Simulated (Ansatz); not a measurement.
## V(100) film, 1 layer, flat: channels in plane against thickness

Wanted: in-plane conductance by layer count, from V(100) film, 1 layer, flat.

Main program and level: Ansatz 0.2.0; Ansatz plane-wave DFT, PBE, PAW files; ballistic transport by layer matching (Landauer), zero bias.

### Step 1. Starting point

The cell holds 1 atom: 1 V. Its edges and angles: a = 11.000 Å, b = 3.026 Å, c = 3.026 Å, α = 90.0°, β = 90.0°, γ = 90.0°. It derives from V. Vacuum lies along a. The structure's axis is c.

### Step 2. With 1 layer

Vacuum lies along the first vector, which takes one k-point, and the current runs in the film's plane. One period is a perfect wire, so its channels are the result. Energies from -0.27 to 0.27 eV in steps of 0.036 eV cover the slope of the Fermi function at 300 K, so the program can form a conductance.

Input file input.yaml:

```yaml
crystal:
  lattice:
    - [11.0, 0.0, 0.0]
    - [0.0, 3.026, 0.0]
    - [0.0, 0.0, 3.026]
  atoms:
    - { symbol: V, position: [0.4090909091, 0.0, 0.0] }
kpoints:
  mp_grid: { grid: [1, 14, 14] }
hamiltonian:
  xc: pbe
scf:
  occupations: { method: fermi_dirac, width: 0.1 }
output:
  transmission:
    leads: [[0, 0]]
    kmesh: [1, 40]
    e_range: [-0.27, 0.27]
    de: 0.036
```

On the command line:

```sh
$ ansatz run input.yaml --threads 4 --pin off --max-ram 8192MiB --backend cpu --events-out ev --progress --plain --runs-dir out
```

Numbers of over 12 decimals in the logs are rounded to 6 here.

What it wrote:

```text
Engine: ansatz 0.2.0, aarch64-unknown-linux-gnu
Pseudopotentials: kind: paw
Pseudopotential: V, paw, valence charge 13, recommended cutoff 420 eV (normal), V.paw.azcp
Functional definition: PBE
  parameter kappa = 0.804
  parameter beta = 0.066725
  exchange = pbe_x(kappa = kappa, mu = beta*pi^2/3)
  correlation = pbe_c(beta = beta)
Crystal: 1 atoms, lattice volume = 100.723 Å³
Basis set: ecut = 420 eV, 1933 PW (Γ)
Bands: 11, of which v1, the nominal top of the filled ones, is band 7 counted from 1 (6 counted from 0)
Symmetry: 16 space group operations
Space group: P4/mmm (ITA 123), of the structure as read, at distance tolerance 4.7e-5 Å
k-points: 36 of 196
Non-local potential: V, projectors of the file, l = 0: 3, l = 1: 2, l = 2: 3, l = 3: 1
PAW form: soft (Blöchl's): semilocal exchange-correlation on the pseudo side does not see the compensation charge
PAW one-centre angular grid: V, 590 points (default); XC on 64 Gauss nodes
Initial density: superposition of atomic densities (neutral atoms: chi_scale 0, normalization atom), corrected by the library's trained network
Initial wavefunctions: pseudopotential atomic-orbital guess
Functional: x = pbe(κ = 0.804, μ = 0.219515), c = pbe(β = 0.066725)
SCF iter   1: F=—  HF=-2908.412876 eV  |F-HF|=—  |Δ(HF+E_count)|=         —  Δρ=1.49e-3  dr2=3.11e-3  ethr=1.77e-3  ⟨swp⟩=4.3  Hψ=2180  notcnv=0
preconditioner: auto → LDOS  [metal: Δε(μ)=0.020 eV  Ē_g=2.185 eV  σ=0.100 eV  W_gap=0.05  n_scr=6 (ndim 8)  ℏωp=8.3 eV  f_vac=0.591  D(μ)=5.70/eV (n_scr^D=66)  β→1.0]
SCF iter   2: F=—  HF=-2908.417222 eV  |F-HF|=—  |Δ(HF+E_count)|=   4.35e-3  Δρ=1.21e-3  dr2=7.87e-4  ethr=2.39e-5  ⟨swp⟩=2.1  Hψ=898  notcnv=0
SCF iter   3: F=—  HF=-2908.417532 eV  |F-HF|=—  |Δ(HF+E_count)|=   3.10e-4  Δρ=8.92e-4  dr2=5.03e-4  ethr=6.06e-6  ⟨swp⟩=2.8  Hψ=671  notcnv=0
SCF iter   4: F=—  HF=-2908.417464 eV  |F-HF|=—  |Δ(HF+E_count)|=   6.74e-5  Δρ=2.24e-4  dr2=4.58e-5  ethr=3.87e-6  ⟨swp⟩=1.0  Hψ=396  notcnv=0
SCF iter   5: F=—  HF=-2908.417451 eV  |F-HF|=—  |Δ(HF+E_count)|=   1.33e-5  Δρ=4.70e-5  dr2=1.46e-6  ethr=3.53e-7  ⟨swp⟩=2.4  Hψ=495  notcnv=0
SCF iter   6: F=—  HF=-2908.417453 eV  |F-HF|=—  |Δ(HF+E_count)|=   2.30e-6  Δρ=8.85e-6  dr2=1.07e-7  ethr=1.13e-8  ⟨swp⟩=2.0  Hψ=501  notcnv=0
SCF iter   7: F=-2908.417453 eV  HF=-2908.417453 eV  |F-HF|=1.27e-8  |Δ(HF+E_count)|=   3.58e-8  Δρ=3.60e-6  dr2=2.26e-8  ethr=7.69e-10  ⟨swp⟩=2.8  Hψ=980  notcnv=0
SCF 1 converged in 7 iterations: F = -2908.417453 eV  dr2 = 2.26e-8
  greatest PAW one-centre occupation: 0.999 electrons in one spin orbital (limit 2), on the V atom at site 0 (counted from 0), in its partial waves of l = 0
transmission: 12 of 84 steps passed
transmission: 20 of 84 steps passed
[...]
transmission: 84 of 84 steps passed
SCF converged after 7 iterations
Free energy (F): -2908.417453 eV
Harris-Foulkes:  -2908.417453 eV  (|F-HF|=1.27e-8)
Internal energy: -2908.233539 eV  (E = F + TS)
E sigma→0 (E₀):  -2908.325496 eV
Entropy (-TS):   -0.183914 eV (-183.914 meV/atom)
Fermi energy:    -1.013772 eV
--- Per-component energies (eV) ---
  E_band       = -375.211533
  E_kinetic    = 326.583821
  E_local      = -3531.847788  (includes V_loc(G=0)·N_el)
  E_nonlocal   = -40.727363
  E_hartree    = 1613.633106
  E_xc         = -124.247301
  E_vxc        = -156.911128  (∫ρ·V_xc dr)
  E_paw        = -1114.018486  (= ΣΔE_a)
  E_vpaw       = -199.565139  (= ΣTr[D̂ρ^β])
  E_aug_tail   = 0.000268  (compensation charges beyond the density's cutoff)
  E_ewald      = -37.609794
  E_smearing   = -0.183914  (= −TS)
  E_closure    = -0.000000  (closes the sum)
  Σ components = -2908.417453   (vs F -2908.417453, Δ=0.00e0)
--- Band table (eV; the first three rows and the last of 36) ---
  k-point 0: bands = [... 3 lower, -39.1054, -4.4129, -1.8277, -1.2589, -0.2566, -0.1106, -0.1106, 0.5575]
  k-point 1: bands = [... 3 lower, -39.1049, -4.3170, -1.7898, -1.2309, -0.5133, -0.1050, 0.1858, 0.5162]
  k-point 2: bands = [... 3 lower, -39.1033, -4.0366, -1.6809, -1.1486, -0.8045, -0.0892, 0.4032, 0.6057]
  k-point 35: bands = [... 3 lower, -39.2265, -2.0950, -1.1507, -1.1507, -0.3172, 1.0382, 3.5687, 3.5687]
--- Transmission ---
  basis      : 291 plane waves across, 4 finite elements along
  points     : 21, standing for a mesh of 1 x 40
  filling    : by the input's occupations and mesh, since the crystals that have channels conduct as metals do. If one of these is a semiconductor, that mesh has misplaced its level
  energies   : 16 from -0.270000 to 0.270000 eV about the Fermi level, 0.036000 eV apart; the leads are filled to 0.000000 eV, and channels, transmission and decay are at 0.018000 eV
  crystal 0  : V1, at the sites [0, 0], period 3.0260 Å: whole cells are its period
    offset         : up to 0.0000 Å between an atom of the period and one for which it stands
    filled         : 1.8 meV over the level at which it is neutral
    channels       : 2.400000e0 a spin
    conductance    : 5.4281e14 S/m² at 300 K; may be off by some 0.0 % by where its bands' edges are placed, 5.5 % from the k-mesh, 0.2 % from the distance to neutral
```

Run time: 2.3 min. Hardware: 4 threads of Arm Neoverse V2, shared host; peak memory 0.76 GiB.

This run has no spin polarisation, although V can carry a moment.

This step gave:

- free energy: -2908.4175 eV
- energy at zero smearing: -2908.3255 eV
- Fermi energy: -1.014 eV
- cell area: 33.29 Å²
- estimated errors of the lead's conductance: 0, 5.5, 0.2 % (band edges, k-mesh, distance from neutral)
- lead conductance per cell: 2.332 G₀

Per spin. The open channels, zone mean, lead by energy, zero at the Fermi level:

```csv
energy (eV),"open channels, zone mean, lead"
-0.270,1.73
-0.234,1.9
-0.198,2.1
-0.162,2.3
-0.126,1.8
-0.090,2.1
-0.054,2.15
-0.018,2.25
0.018,2.4
0.054,2.45
0.090,2.4
0.126,2.3
0.162,2.35
0.198,2.3
0.234,2.2
0.270,2.4
```

The program's largest error estimate for it is 5.5 %, from the k-mesh.

### Step 3. With 2 layers, thickness 3.026 A

The film grows to 2 layers.

System of this step: V(100) film, 2 layers, flat. The cell holds 2 atoms: 2 V. Its edges and angles: a = 12.513 Å, b = 3.026 Å, c = 3.026 Å, α = 90.0°, β = 90.0°, γ = 90.0°. It derives from V. Vacuum lies along a. The structure's axis is c.

input.yaml, the sections that differ from step 2:

```yaml
crystal:
  lattice:
    - [12.513, 0.0, 0.0]
    - [0.0, 3.026, 0.0]
    - [0.0, 0.0, 3.026]
  atoms:
    - { symbol: V, position: [0.359625989, 0.0, 0.0] }
    - { symbol: V, position: [0.4805402382, 0.5, 0.5] }
# kpoints, hamiltonian, scf, output: as in step 2
```

What it wrote:

```text
[...]
Crystal: 2 atoms, lattice volume = 114.577 Å³
Basis set: ecut = 420 eV, 2217 PW (Γ)
Bands: 17, of which v1, the nominal top of the filled ones, is band 13 counted from 1 (12 counted from 0)
[... 1 set-up line as in the run before ...]
[...]
k-points: 36 of 196
[...]
k-point 35: bands = [... 9 lower, -0.6283, -0.0668, -0.0668, 1.9368, 1.9368, 2.7573, 2.7573, 3.4080, ... 4 higher]
--- Transmission ---
  basis      : 331 plane waves across, 4 finite elements along
  points     : 21, standing for a mesh of 1 x 40
[...]
crystal 0  : V2, at the sites [0, 0], period 3.0260 Å: whole cells are its period
[...]
filled         : 31.4 meV under the level at which it is neutral
    channels       : 2.350000e0 a spin
[...]
[key lines of the parts left out:]
SCF converged after 8 iterations
Free energy (F): -5821.556206 eV
Fermi energy:    1.288758 eV
```

It took 3.6 min on 4 threads; peak memory 0.98 GiB; 13 min of CPU time.

This step gave:

```
free energy                                : -5821.5562 eV
energy at zero smearing                    : -5821.4650 eV
Fermi energy                               : 1.289 eV
cell area                                  : 37.86 Å²
estimated errors of the lead's conductance : 0, 3.5, 7.9 % (band edges, k-mesh, distance from neutral)
lead conductance per cell                  : 2.219 G₀
```

Per spin. Table of open channels, zone mean, lead by energy, zero at the Fermi level:

```
energy (eV)  open channels, zone mean, lead
     -0.270                            2.15
     -0.234                            2.35
     -0.198                             2.2
     -0.162                            2.05
     -0.126                            1.95
     -0.090                            1.85
     -0.054                             1.9
     -0.018                            2.05
      0.018                            2.35
      0.054                             2.5
      0.090                             2.8
      0.126                            2.85
      0.162                            2.75
      0.198                            2.65
      0.234                            2.65
      0.270                             2.7
```

The lead conductance per cell is 2.22 G₀, 4.8 % under the 2.33 G₀ of the last finished run, within the error estimates, leads' steps apart, of 5.5 and 7.9 %.

### Step 4. With 3 layers, thickness 4.539 A

The film grows to 3 layers.

System of this step: V(100) film, 3 layers, flat. The cell holds 3 atoms: 3 V. Cell: a = 14.026 Å, b = 3.026 Å, c = 3.026 Å, α = 90.0°, β = 90.0°, γ = 90.0°. It derives from V. Vacuum lies along a. The structure's axis is c.

input.yaml, the sections that differ from step 3:

```yaml
crystal:
  lattice:
    - [14.026, 0.0, 0.0]
    - [0.0, 3.026, 0.0]
    - [0.0, 0.0, 3.026]
  atoms:
    - { symbol: V, position: [0.3208327392, 0.0, 0.0] }
    - { symbol: V, position: [0.4287038357, 0.5, 0.5] }
    - { symbol: V, position: [0.5365749323, 0.0, 0.0] }
# kpoints, hamiltonian, scf, output: as in step 3
```

What it wrote:

```text
[...]
Crystal: 3 atoms, lattice volume = 128.432 Å³
Basis set: ecut = 420 eV, 2471 PW (Γ)
Bands: 24, of which v1, the nominal top of the filled ones, is band 20 counted from 1 (19 counted from 0)
[... 1 set-up line as in the run before ...]
[...]
k-points: 36 of 196
[...]
k-point 35: bands = [... 16 lower, 1.6202, 1.9487, 1.9487, 4.1275, 4.1275, 4.3563, 4.4782, 5.0925, ... 4 higher]
--- Transmission ---
  basis      : 369 plane waves across, 4 finite elements along
  points     : 21, standing for a mesh of 1 x 40
[...]
crystal 0  : V3, at the sites [0, 0], period 3.0260 Å: whole cells are its period
[...]
filled         : 34.3 meV under the level at which it is neutral
    channels       : 2.100000e0 a spin
[...]
[key lines of the parts left out:]
SCF converged after 9 iterations
Free energy (F): -8734.141782 eV
Fermi energy:    2.983221 eV
```

Run time: 6.1 min. Hardware: 4 threads; peak memory 1.2 GiB.

This step gave:

```
free energy                                : -8734.1418 eV
energy at zero smearing                    : -8734.0411 eV
Fermi energy                               : 2.983 eV
cell area                                  : 42.44 Å²
estimated errors of the lead's conductance : 0, 6.8, 2.8 % (band edges, k-mesh, distance from neutral)
lead conductance per cell                  : 2.109 G₀
```

Per spin. The open channels, zone mean, lead by energy, zero at the Fermi level:

```
energy (eV)  open channels, zone mean, lead
     -0.270                            2.55
     -0.234                            2.45
     -0.198                            2.45
     -0.162                             2.4
     -0.126                             2.3
     -0.090                            2.15
     -0.054                            2.02
     -0.018                            2.17
      0.018                             2.1
      0.054                               2
      0.090                             2.5
      0.126                             2.9
      0.162                            3.05
      0.198                             2.8
      0.234                            2.95
      0.270                             2.7
```

The lead conductance per cell is 2.11 G₀, 5.0 % under the 2.22 G₀ of the last finished run, within the error estimates, leads' steps apart, of 7.9 and 6.8 %.

### Step 5. With 4 layers, thickness 6.052 A

The film grows to 4 layers.

System of this step: V(100) film, 4 layers, flat. The cell holds 4 atoms: 4 V. Its edges and angles: a = 15.539 Å, b = 3.026 Å, c = 3.026 Å, α = 90.0°, β = 90.0°, γ = 90.0°. It derives from V. Vacuum lies along a. The structure's axis is c.

input.yaml, the sections that differ from step 4:

```yaml
crystal:
  lattice:
    - [15.539, 0.0, 0.0]
    - [0.0, 3.026, 0.0]
    - [0.0, 0.0, 3.026]
  atoms:
    - { symbol: V, position: [0.289593925, 0.0, 0.0] }
    - { symbol: V, position: [0.386961838, 0.5, 0.5] }
    - { symbol: V, position: [0.4843297509, 0.0, 0.0] }
    - { symbol: V, position: [0.5816976639, 0.5, 0.5] }
# kpoints, hamiltonian, scf, output: as in step 4
```

What it wrote:

```text
[...]
Crystal: 4 atoms, lattice volume = 142.286 Å³
Basis set: ecut = 420 eV, 2747 PW (Γ)
Bands: 32, of which v1, the nominal top of the filled ones, is band 26 counted from 1 (25 counted from 0)
[... 1 set-up line as in the run before ...]
[...]
k-points: 36 of 196
[...]
--- Transmission ---
  basis      : 405 plane waves across, 4 finite elements along
  points     : 21, standing for a mesh of 1 x 40
[...]
crystal 0  : V4, at the sites [0, 0], period 3.0260 Å: whole cells are its period
[...]
filled         : 47.1 meV under the level at which it is neutral
    channels       : 1.550000e0 a spin
[...]
slowest decay  : 0.0560 /Å at (0.0000, 0.5000)
[key lines of the parts left out:]
SCF converged after 9 iterations
Free energy (F): -11646.574476 eV
Fermi energy:    4.238819 eV
```

Run time: 12 min. Hardware: 4 threads; peak memory 1.5 GiB.

Numbers from this step:

| Item | Value |
| --- | --- |
| free energy | -11646.5745 eV |
| energy at zero smearing | -11646.4469 eV |
| Fermi energy | 4.239 eV |
| cell area | 47.02 Å² |
| estimated errors of the lead's conductance | 0, 11.1, 6 % (band edges, k-mesh, distance from neutral) |
| lead conductance per cell | 1.776 G₀ |

Per spin. Table of open channels, zone mean, lead by energy, zero at the Fermi level:

```
energy (eV)  open channels, zone mean, lead
     -0.270                             3.1
     -0.234                            2.85
     -0.198                            2.85
     -0.162                             2.7
     -0.126                             2.3
     -0.090                            2.17
     -0.054                             1.9
     -0.018                             1.8
      0.018                            1.55
      0.054                            1.55
      0.090                            2.52
      0.126                            2.88
      0.162                            2.67
      0.198                            3.48
      0.234                            4.67
      0.270                            4.78
```

The lead conductance per cell is 1.78 G₀, 16 % under the 2.11 G₀ of the last finished run, no more than the error estimates, leads' steps apart, of 6.8 and 11 % together.

### Step 6. With 5 layers, thickness 7.565 A

The film grows to 5 layers.

System of this step: V(100) film, 5 layers, flat. The cell holds 5 atoms: 5 V. Cell: a = 17.052 Å, b = 3.026 Å, c = 3.026 Å, α = 90.0°, β = 90.0°, γ = 90.0°. It derives from V. Vacuum lies along a. The structure's axis is c.

input.yaml, the sections that differ from step 5:

```yaml
crystal:
  lattice:
    - [17.052, 0.0, 0.0]
    - [0.0, 3.026, 0.0]
    - [0.0, 0.0, 3.026]
  atoms:
    - { symbol: V, position: [0.2638986629, 0.0, 0.0] }
    - { symbol: V, position: [0.3526272578, 0.5, 0.5] }
    - { symbol: V, position: [0.4413558527, 0.0, 0.0] }
    - { symbol: V, position: [0.5300844476, 0.5, 0.5] }
    - { symbol: V, position: [0.6188130425, 0.0, 0.0] }
# kpoints, hamiltonian, scf, output: as in step 5
```

What it wrote:

```text
[...]
Crystal: 5 atoms, lattice volume = 156.140 Å³
Basis set: ecut = 420 eV, 3009 PW (Γ)
Bands: 39, of which v1, the nominal top of the filled ones, is band 33 counted from 1 (32 counted from 0)
[... 1 set-up line as in the run before ...]
[...]
k-points: 36 of 196
[...]
--- Transmission ---
  basis      : 451 plane waves across, 4 finite elements along
  points     : 21, standing for a mesh of 1 x 40
[...]
crystal 0  : V5, at the sites [0, 0], period 3.0260 Å: whole cells are its period
[...]
filled         : 10.9 meV under the level at which it is neutral
    channels       : 3.000000e0 a spin
[...]
slowest decay  : 0.0204 /Å at (0.0000, 0.3500)
[key lines of the parts left out:]
SCF converged after 9 iterations
Free energy (F): -14559.087544 eV
Fermi energy:    5.276983 eV
```

Wall time 17 min (4 threads); peak memory 1.8 GiB.

Numbers from this step:

* free energy: -14559.0875 eV
* energy at zero smearing: -14558.9505 eV
* Fermi energy: 5.277 eV
* cell area: 51.60 Å²
* estimated errors of the lead's conductance: 0, 7.8, 2.6 % (band edges, k-mesh, distance from neutral)
* lead conductance per cell: 3.109 G₀

Per spin. Open channels, zone mean, lead against energy, zero at the Fermi level:

```
energy (eV)  open channels, zone mean, lead
     -0.270                            3.83
     -0.234                            3.83
     -0.198                            3.73
     -0.162                            3.92
     -0.126                            3.67
     -0.090                            3.83
     -0.054                            3.62
     -0.018                             3.2
      0.018                               3
      0.054                            2.52
      0.090                            2.27
      0.126                            2.48
      0.162                            2.77
      0.198                            3.48
      0.234                            3.92
      0.270                            3.77
```

The lead conductance per cell is 3.11 G₀, 1.8 times the 1.78 G₀ of the last finished run.

### Step 7. All levels side by side

Times are for 4 threads of Arm Neoverse V2, shared host. Results by setting:

```csv
no.,layers,lead conductance per cell (G₀),time,memory (GiB)
1,1,2.332,2.3 min,0.76
2,2,2.219,3.6 min,0.98
3,3,2.109,6.1 min,1.2
4,4,1.776,12 min,1.5
5,5,3.109,17 min,1.8
```

The runs together. Table of open channels, zone mean by energy, zero at the Fermi level:

```csv
energy (eV),1,2,3,4,5
-0.270,1.73,2.15,2.55,3.1,3.83
-0.234,1.9,2.35,2.45,2.85,3.83
-0.198,2.1,2.2,2.45,2.85,3.73
-0.162,2.3,2.05,2.4,2.7,3.92
-0.126,1.8,1.95,2.3,2.3,3.67
-0.090,2.1,1.85,2.15,2.17,3.83
-0.054,2.15,1.9,2.02,1.9,3.62
-0.018,2.25,2.05,2.17,1.8,3.2
0.018,2.4,2.35,2.1,1.55,3
0.054,2.45,2.5,2,1.55,2.52
0.090,2.4,2.8,2.5,2.52,2.27
0.126,2.3,2.85,2.9,2.88,2.48
0.162,2.35,2.75,3.05,2.67,2.77
0.198,2.3,2.65,2.8,3.48,3.48
0.234,2.2,2.65,2.95,4.67,3.92
0.270,2.4,2.7,2.7,4.78,3.77
```

### Step 8. What came out

```json
{"conductance per cell, 1 layer": "2.33 G₀", "conductance per cell, 2 layers": "2.22 G₀", "conductance per cell, 3 layers": "2.11 G₀", "conductance per cell, 4 layers": "1.78 G₀", "conductance per cell, 5 layers": "3.11 G₀"}
```

What this shows: The conductance per cell width goes from 2.33 G0 at 1 to 3.11 G0 at 5 layers. Over the film's own cross-section (layers × spacing × width) the conductance runs from 3.9 to 1.1×10¹⁵ S/m²; that nominal section leaves out the charge that spills into the vacuum, which flatters the thinnest films. The gains from one thickness to the next are -0.11, -0.11, -0.33 and 1.3 G0 per added layer; they differ by more than the error estimates allow, as expected where subbands cross the Fermi level in steps. The film repeats perfectly along the current, so nothing scatters; its faces are clean and not relaxed. Very thin films of this metal can turn magnetic, which an unpolarised run can't show. The program's error estimates for the conductances, leads' steps apart, run from 5.5 to 11 %.

[Logs are printed without paths, hosts, clocks, repeated set-up lines and the standing remarks that a program may print on its own settings, such as how far it seeks lower states.]

[Hosts, paths, dates, database ids (printed as entryN), source tags and the programs' standing remarks are cut or masked in the printed files.]
